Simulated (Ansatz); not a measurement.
# How Rh(100) screens a field, part 2 of 2

Aim: image plane and induced charge of Rh(100).

Ansatz 0.2.0; plane-wave DFT, r2SCAN, Ansatz PAW.

So far. Step 7 (Single point, field 0.2 V/Å): The dipole is 0.103 e·Å. Step 8 (Atoms held, field -0.2 V/Å): The dipole is -0.103 e·Å.

## 9. Single point, field 0.4 V/Å

Input file input.yaml:

```yaml
crystal:
  lattice:
    - [2.6870057685, 0.0, 0.0]
    - [0.0, 2.6870057685, 0.0]
    - [0.0, 0.0, 27.5]
  atoms:
    - { symbol: Rh, position: [0.5, 0.5, 0.3272727273] }
    - { symbol: Rh, position: [0.0, 0.0, 0.3963636364] }
    - { symbol: Rh, position: [0.5, 0.5, 0.4654545455] }
    - { symbol: Rh, position: [0.0, 0.0, 0.5345454545] }
    - { symbol: Rh, position: [0.5, 0.5, 0.6036363636] }
    - { symbol: Rh, position: [0.0, 0.0, 0.6727272727] }
kpoints:
  mp_grid: { grid: [18, 18, 1] }
hamiltonian:
  xc: r2scan
scf:
  occupations: { method: fermi_dirac, width: 0.1 }
  convergence: { dr2_threshold: 1.0e-10 }
efield:
  axis: 3
  dipole_correction: true
  ramp_position: 0.97
  ramp_width: 0.06
  amplitude: 0.4
output:
  forces: true
  write_potential: true
  write_density: true
  volumetric_format: npy
  elf: true
```

Launch:

```
$ ansatz run input.yaml --threads 4 --pin off --max-ram 6144MiB --backend cpu --events-out ev --progress --plain --runs-dir out
```

Numbers of over 12 decimals in the logs are rounded to 6 here.

Output:

```text
[...]
Crystal: 6 atoms, lattice volume = 198.550 Å³
Basis set: ecut = 500 eV, 4953 PW (Γ), exchange–correlation on 80×80×864 points (64 copies of the dense FFT grid, shifted against one another)
Bands: 62, of which v1, the nominal top of the filled ones, is band 51 counted from 1 (50 counted from 0)
Symmetry: 8 space group operations
k-points: 55 of 324
[...]
k-point 0: bands = [... 47 lower, 5.5933, 5.7175, 5.7175, 6.0075, 6.3953, 6.4350, 6.6184, 6.6184, ... 7 higher]
  k-point 1: bands = [... 47 lower, 5.3973, 5.5478, 5.6099, 6.1310, 6.2451, 6.3337, 6.6320, 6.7305, ... 7 higher]
  k-point 2: bands = [... 47 lower, 5.3142, 5.4234, 5.6040, 5.9931, 6.0644, 6.1115, 6.2321, 6.6133, ... 7 higher]
  k-point 54: bands = [... 47 lower, 6.6631, 7.3031, 7.3070, 7.3091, 7.3093, 7.8632, 7.8645, 10.6373, ... 7 higher]
[key lines of the parts left out:]
SCF converged after 19 iterations
Free energy (F): -38489.378972 eV
Fermi energy:    6.262342 eV
Dipole field:    D = 0.187299 V/Å  (p = 0.205515 e·Å, saw-weighted, corrected)
```

It took 63 s on 4 threads of Arm Neoverse V1, shared host; peak memory 1.2 GiB.

Running mean over 1.9 Å of the planar mean, with the applied field; the ramp of the sawtooth is left out. The electron's electrostatic potential energy less the Fermi level by z:

```
z (Å)  electron's electrostatic potential energy less the Fermi level (eV)
    4                                                                 3.75
    5                                                                 4.15
    6                                                                 4.49
    7                                                                 4.20
    8                                                                -3.54
    9                                                                -12.2
   10                                                                -12.8
   11                                                                -13.0
   12                                                                -13.1
   13                                                                -13.1
   14                                                                -13.1
   15                                                                -13.1
   16                                                                -13.0
   17                                                                -12.9
   18                                                                -12.7
   19                                                                -9.70
   20                                                                 2.36
   21                                                                 5.25
   22                                                                 5.80
   23                                                                 6.20
   24                                                                 6.60
```

The dipole is 0.206 e·Å.

## 10. The response

This step: plane-wave DFT, r2SCAN, Ansatz PAW; screening of a field by a metal slab (Ansatz 0.2.0).

The dipoles give the slope, and the difference of two potentials shows where the field is screened.

Numbers from this step:

```yaml
equivalent_conductor_thickness_p_eps_0ae: 12.87 Å
distance_between_the_outer_atoms: 9.500 Å
inner_field_over_outer_field: -0.001411
image_plane_upper_face: 1.654 Å
induced_electrons_on_the_upper_face_over_eps_0e: -1.005
image_plane_lower_face: 1.654 Å
induced_electrons_on_the_lower_face_over_eps_0e: 1.005
```

Table of dipole of the cell by applied field:

| applied field (V/Å) | dipole of the cell (e·Å) |
| --- | --- |
| -0.200 | -0.103 |
| -0.100 | -0.0514 |
| -0.050 | -0.0257 |
| 0.000 | 0 |
| 0.050 | 0.0257 |
| 0.100 | 0.0514 |
| 0.200 | 0.103 |
| 0.400 | 0.206 |

Local field over the applied field, running mean. From the potentials at -0.05 and 0.05 V/Å; running mean over 1.9 Å. The local field over applied field by z:

| z (Å) | local field over applied field |
| --- | --- |
| 4.5 | 0.997 |
| 5.0 | 0.991 |
| 5.5 | 0.976 |
| 6.0 | 0.938 |
| 6.5 | 0.854 |
| 7.0 | 0.691 |
| 7.5 | 0.450 |
| 8.0 | 0.219 |
| 8.5 | 0.0494 |
| 9.0 | -0.0236 |
| 9.5 | -0.0125 |
| 10.0 | 8.5e-4 |
| 10.5 | 0.00562 |
| 11.0 | 0.00319 |
| 11.5 | 7.7e-5 |
| 12.0 | -0.00135 |
| 12.5 | -4.7e-4 |
| 13.0 | -8.4e-4 |
| 13.5 | -0.00193 |
| 14.0 | -0.00191 |
| 14.5 | -8.4e-4 |
| 15.0 | -4.7e-4 |
| 15.5 | -0.00135 |
| 16.0 | 5.2e-5 |
| 16.5 | 0.00319 |
| 17.0 | 0.00562 |
| 17.5 | 8.5e-4 |
| 18.0 | -0.0125 |
| 18.5 | -0.0236 |
| 19.0 | 0.0494 |
| 19.5 | 0.219 |
| 20.0 | 0.450 |
| 20.5 | 0.691 |
| 21.0 | 0.854 |
| 21.5 | 0.938 |
| 22.0 | 0.976 |
| 22.5 | 0.991 |
| 23.0 | 0.997 |

The induced electron density oscillates, so the rows of the table below give means over windows of 0.5 Å about each position, cut where the curve ends. Its maxima inside the range that stand out by 2 % of the span (Å: e/Å³ per V/Å): 7.89: 0.00438, 9.04: 7.1e-4, 10.57: 2.1e-4, 11.20: 2.3e-4, 15.79: 1.1e-4, 16.55: -2.0e-5, 18.21: 9.7e-4, 18.84: 0.0015. Its minima: 8.66: -0.0015, 9.29: -9.7e-4, 10.95: 2.0e-5, 11.71: -1.1e-4, 16.30: -2.3e-4, 16.93: -2.1e-4, 18.46: -7.1e-4, 19.61: -0.00438.

Electrons, planar mean, per unit field. Table of induced electron density by z; means over each step:

z (Å), induced electron density (e/Å³ per V/Å) and a bar from the least value:
```
      4.5    0.00002 ###############
      5.0    0.00006 ###############
      5.5    0.00017 ################
      6.0    0.00043 #################
      6.5    0.00102 ###################
      7.0    0.00214 #######################
      7.5    0.00365 #############################
      8.0    0.00389 ##############################
      8.5    0.00008 ###############
      9.0   -0.00011 ###############
      9.5   -0.00036 ##############
     10.0   -0.00012 ###############
     10.5    0.00010 ###############
     11.0    0.00012 ###############
     11.5   -0.00001 ###############
     12.0   -0.00007 ###############
     12.5    0.00003 ###############
     13.0    0.00001 ###############
     13.5    0.00003 ###############
     14.0   -0.00003 ###############
     14.5   -0.00001 ###############
     15.0   -0.00003 ###############
     15.5    0.00007 ###############
     16.0    0.00001 ###############
     16.5   -0.00012 ###############
     17.0   -0.00010 ###############
     17.5    0.00012 ###############
     18.0    0.00036 ################
     18.5    0.00011 ###############
     19.0   -0.00008 ###############
     19.5   -0.00389 
     20.0   -0.00365 #
     20.5   -0.00214 #######
     21.0   -0.00102 ###########
     21.5   -0.00043 #############
     22.0   -0.00017 ##############
     22.5   -0.00006 ###############
     23.0   -0.00002 ###############
```

By hand: between -0.05 and 0.05 V/Å the dipole changes by 0.05135 e·Å, a slope of 0.5135 e·Å²/V. A perfect conductor of thickness t has p = ε₀AEt, so t = 180.95 × 0.5135 / 7.220 = 12.87 Å (e/ε₀ = 180.95 V·Å, A in Å²). Less the 9.50 Å between the outer atoms, and halved, that puts each image plane 1.68 Å out.

The induced dipole is that of a conductor 12.87 Å thick.

## 11. Varying the input: efield.ramp_width = 0.04

This step: plane-wave DFT, r2SCAN, Ansatz PAW (Ansatz 0.2.0).

A run with a changed input: it repeats the earlier run at 0.05 V/Å with efield.ramp_width from 0.06 to 0.04.

input.yaml: that of step 9 with these lines changed.

```diff
@@ -23,4 +23,4 @@
   ramp_position: 0.97
-  ramp_width: 0.06
-  amplitude: 0.4
+  ramp_width: 0.04
+  amplitude: 0.05
 output:
@@ -30,2 +30 @@
   volumetric_format: npy
-  elf: true
```

Output:

```text
[...]
Crystal: 6 atoms, lattice volume = 198.550 Å³
Basis set: ecut = 500 eV, 4953 PW (Γ), exchange–correlation on 80×80×864 points (64 copies of the dense FFT grid, shifted against one another)
Bands: 62, of which v1, the nominal top of the filled ones, is band 51 counted from 1 (50 counted from 0)
Symmetry: 8 space group operations
k-points: 55 of 324
[...]
SCF iter   1: F=—  HF=-38489.416702 eV  |F-HF|=—  |Δ(HF+E_count)|=         —  Δρ=2.46e-2  dr2=2.85e1  dr2_τ=1.37e-1  ethr=1.77e-3  p=0.000 e·Å  D=1.88e-5 V/Å  ΔV_dip=-0.00 eV  dr2_dipole=1.56e1  V_vac-E_F(+/−)=5.56/4.27 eV  ⟨swp⟩=8.3  Hψ=15394  notcnv=0  defer=41
[...]
SCF iter  17: F=-38489.338524 eV  HF=-38489.338524 eV  |F-HF|=1.46e-10  |Δ(HF+E_count)|=  6.55e-11  Δρ=5.06e-8  dr2=1.57e-11  dr2_τ=4.22e-13  ethr=1.00e-12  p=0.026 e·Å  D=2.34e-2 V/Å  ΔV_dip=-0.64 eV  dr2_dipole=9.94e-13  V_vac-E_F(+/−)=5.36/4.71 eV  ⟨swp⟩=6.9  Hψ=16637  notcnv=0
SCF 1 converged in 17 iterations: F = -38489.338524 eV  dr2 = 1.57e-11
[...]
SCF converged after 17 iterations
[...]
Free energy (F): -38489.338524 eV
[...]
Internal energy: -38489.045972 eV  (E = F + TS)
E sigma→0 (E₀):  -38489.192248 eV
Entropy (-TS):   -0.292552 eV (-48.759 meV/atom)
Fermi energy:    6.278368 eV
Dipole field:    D = 0.023405 V/Å  (p = 0.025681 e·Å, saw-weighted, corrected)
Work function:   not extracted (applied field tilts the vacuum); planar V_es + V_field profile in the machine report
[...]
--- Forces (eV/Å), atoms counted from 1 ---
  atom   1  Rh     0.00000000     0.00000000     0.62233478
  atom   2  Rh    -0.00000000     0.00000000    -0.54259107
  atom   3  Rh    -0.00000000     0.00000000    -0.20975918
  atom   4  Rh     0.00000000     0.00000000     0.21079188
  atom   5  Rh    -0.00000000     0.00000000     0.54086968
  atom   6  Rh     0.00000000     0.00000000    -0.62165170
  max |Σ_I F_I| component: 5.62e-6 eV/Å
--- Band table (eV; the first three rows and the last of 55) ---
  k-point 0: bands = [... 47 lower, 5.6094, 5.7335, 5.7335, 6.0236, 6.4143, 6.4510, 6.6345, 6.6345, ... 7 higher]
  k-point 1: bands = [... 47 lower, 5.4117, 5.5639, 5.6260, 6.1471, 6.2611, 6.3520, 6.6477, 6.7466, ... 7 higher]
  k-point 2: bands = [... 47 lower, 5.3302, 5.4395, 5.6201, 6.0091, 6.0886, 6.1205, 6.2482, 6.6294, ... 7 higher]
  k-point 54: bands = [... 47 lower, 6.6790, 7.3214, 7.3220, 7.3245, 7.3246, 7.8799, 7.8801, 10.6532, ... 7 higher]
```

Wall time 69 s (4 threads); peak memory 1.2 GiB; 4.6 min of CPU time.

Numbers from this step:

```
energy at zero smearing : -38489.1922 eV
dipole along the normal : 0.02568 e·Å
```

Force by atom:

```csv
atom,x (eV/Å),y (eV/Å),z (eV/Å),size
Rh1,0.000,0.000,0.622,0.622
Rh2,0.000,0.000,-0.543,0.543
Rh3,0.000,0.000,-0.210,0.210
Rh4,0.000,0.000,0.211,0.211
Rh5,0.000,0.000,0.541,0.541
Rh6,0.000,0.000,-0.622,0.622
```

| quantity | this run | earlier run | difference |
| --- | --- | --- | --- |
| dipole along the normal (e·Å) | 0.02568 | 0.02567 | 8.3e-6 |

The dipole moves by under 0.5 % or 5e-5 e·Å.

## 12. A changed input

Another changed input: it repeats the earlier run at 0.05 V/Å with efield.ramp_width from 0.06 to 0.15 and efield.dipole_correction from true to false.

input.yaml: that of step 11 with these lines changed.

```diff
@@ -21,5 +21,5 @@
   axis: 3
-  dipole_correction: true
+  dipole_correction: false
   ramp_position: 0.97
-  ramp_width: 0.04
+  ramp_width: 0.15
   amplitude: 0.05
```

Output:

```text
[...]
Crystal: 6 atoms, lattice volume = 198.550 Å³
Basis set: ecut = 500 eV, 4953 PW (Γ), exchange–correlation on 80×80×864 points (64 copies of the dense FFT grid, shifted against one another)
Bands: 62, of which v1, the nominal top of the filled ones, is band 51 counted from 1 (50 counted from 0)
Symmetry: 8 space group operations
k-points: 55 of 324
[...]
SCF iter   1: F=—  HF=-38489.416282 eV  |F-HF|=—  |Δ(HF+E_count)|=         —  Δρ=2.46e-2  dr2=2.85e1  dr2_τ=1.37e-1  ethr=1.77e-3  p=0.001 e·Å  V_vac-E_F(+/−)=5.56/4.43 eV  ⟨swp⟩=8.2  Hψ=15370  notcnv=0  defer=40
[...]
SCF iter  12: F=-38489.339088 eV  HF=-38489.339088 eV  |F-HF|=2.62e-10  |Δ(HF+E_count)|=   4.02e-9  Δρ=1.42e-7  dr2=8.64e-11  dr2_τ=4.58e-12  ethr=1.00e-12  p=0.048 e·Å  V_vac-E_F(+/−)=5.61/4.69 eV  ⟨swp⟩=12.8  Hψ=23662  notcnv=0
SCF 1 converged in 12 iterations: F = -38489.339088 eV  dr2 = 8.64e-11
[...]
SCF converged after 12 iterations
Free energy (F): -38489.339088 eV
[...]
Internal energy: -38489.046536 eV  (E = F + TS)
E sigma→0 (E₀):  -38489.192812 eV
Entropy (-TS):   -0.292552 eV (-48.759 meV/atom)
Fermi energy:    6.208837 eV
Dipole field:    D = 0.043983 V/Å  (p = 0.048261 e·Å, saw-weighted)
Work function:   not extracted (applied field tilts the vacuum); planar V_es + V_field profile in the machine report
[...]
--- Forces (eV/Å), atoms counted from 1 ---
  atom   1  Rh     0.00000000     0.00000000     0.62251816
  atom   2  Rh     0.00000000     0.00000000    -0.54335678
  atom   3  Rh    -0.00000000     0.00000000    -0.20929906
  atom   4  Rh     0.00000000     0.00000000     0.21124722
  atom   5  Rh    -0.00000000     0.00000000     0.54012812
  atom   6  Rh    -0.00000000     0.00000000    -0.62122846
  max |Σ_I F_I| component: 9.20e-6 eV/Å
--- Band table (eV; the first three rows and the last of 55) ---
  k-point 0: bands = [... 47 lower, 5.5399, 5.6640, 5.6640, 5.9541, 6.3446, 6.3815, 6.5649, 6.5649, ... 7 higher]
  k-point 1: bands = [... 47 lower, 5.3422, 5.4943, 5.5564, 6.0775, 6.1916, 6.2824, 6.5782, 6.6771, ... 7 higher]
  k-point 2: bands = [... 47 lower, 5.2607, 5.3700, 5.5505, 5.9396, 6.0187, 6.0513, 6.1787, 6.5599, ... 7 higher]
  k-point 54: bands = [... 47 lower, 6.6095, 7.2516, 7.2527, 7.2550, 7.2552, 7.8103, 7.8106, 10.5836, ... 7 higher]
```

Elapsed: 49 s, on 4 threads; peak memory 1.2 GiB.

```csv
quantity,this run,earlier run,difference
dipole along the normal (e·Å),0.04826,0.02567,0.023
```

With the dipole correction off, the periodic images add a field of their own to the typed one.

It moves by +0.0226 e·Å.

These numbers are not those of the isolated slab.

## 13. What came out

```
work function                                : 5.06 eV
image plane, upper face                      : 1.65 Å
induced electrons on the upper face over ε₀E : -1.00
equivalent conductor thickness p/(ε₀AE)      : 12.9 Å
inner field over outer field                 : -0.00141
```

The induced charge has its centre 1.65 Å outside the outermost atoms; this is the plane from which a capacitor's gap or an image potential counts. The equivalent conductor thickness exceeds the distance between the outer atoms by 3.37 Å, about the sum of the two image-plane distances. In the middle of the slab the field is screened to under 0.5 % of its outer value. The atoms are held at bulk positions with the tabulated experimental lattice constant.

[Logs are printed without paths, hosts, clocks, repeated set-up lines and the standing remarks that a program may print on its own settings, such as how far it seeks lower states.]

[Hosts, paths, dates, database ids (printed as entryN), source tags and the programs' standing remarks are cut or masked in the printed files.]

[Maps of the electrostatic potential energy from Ansatz leave out the sawtooth potential of an applied field or a dipole correction, so their vacuum need not be flat; planar profiles and work functions include it.]
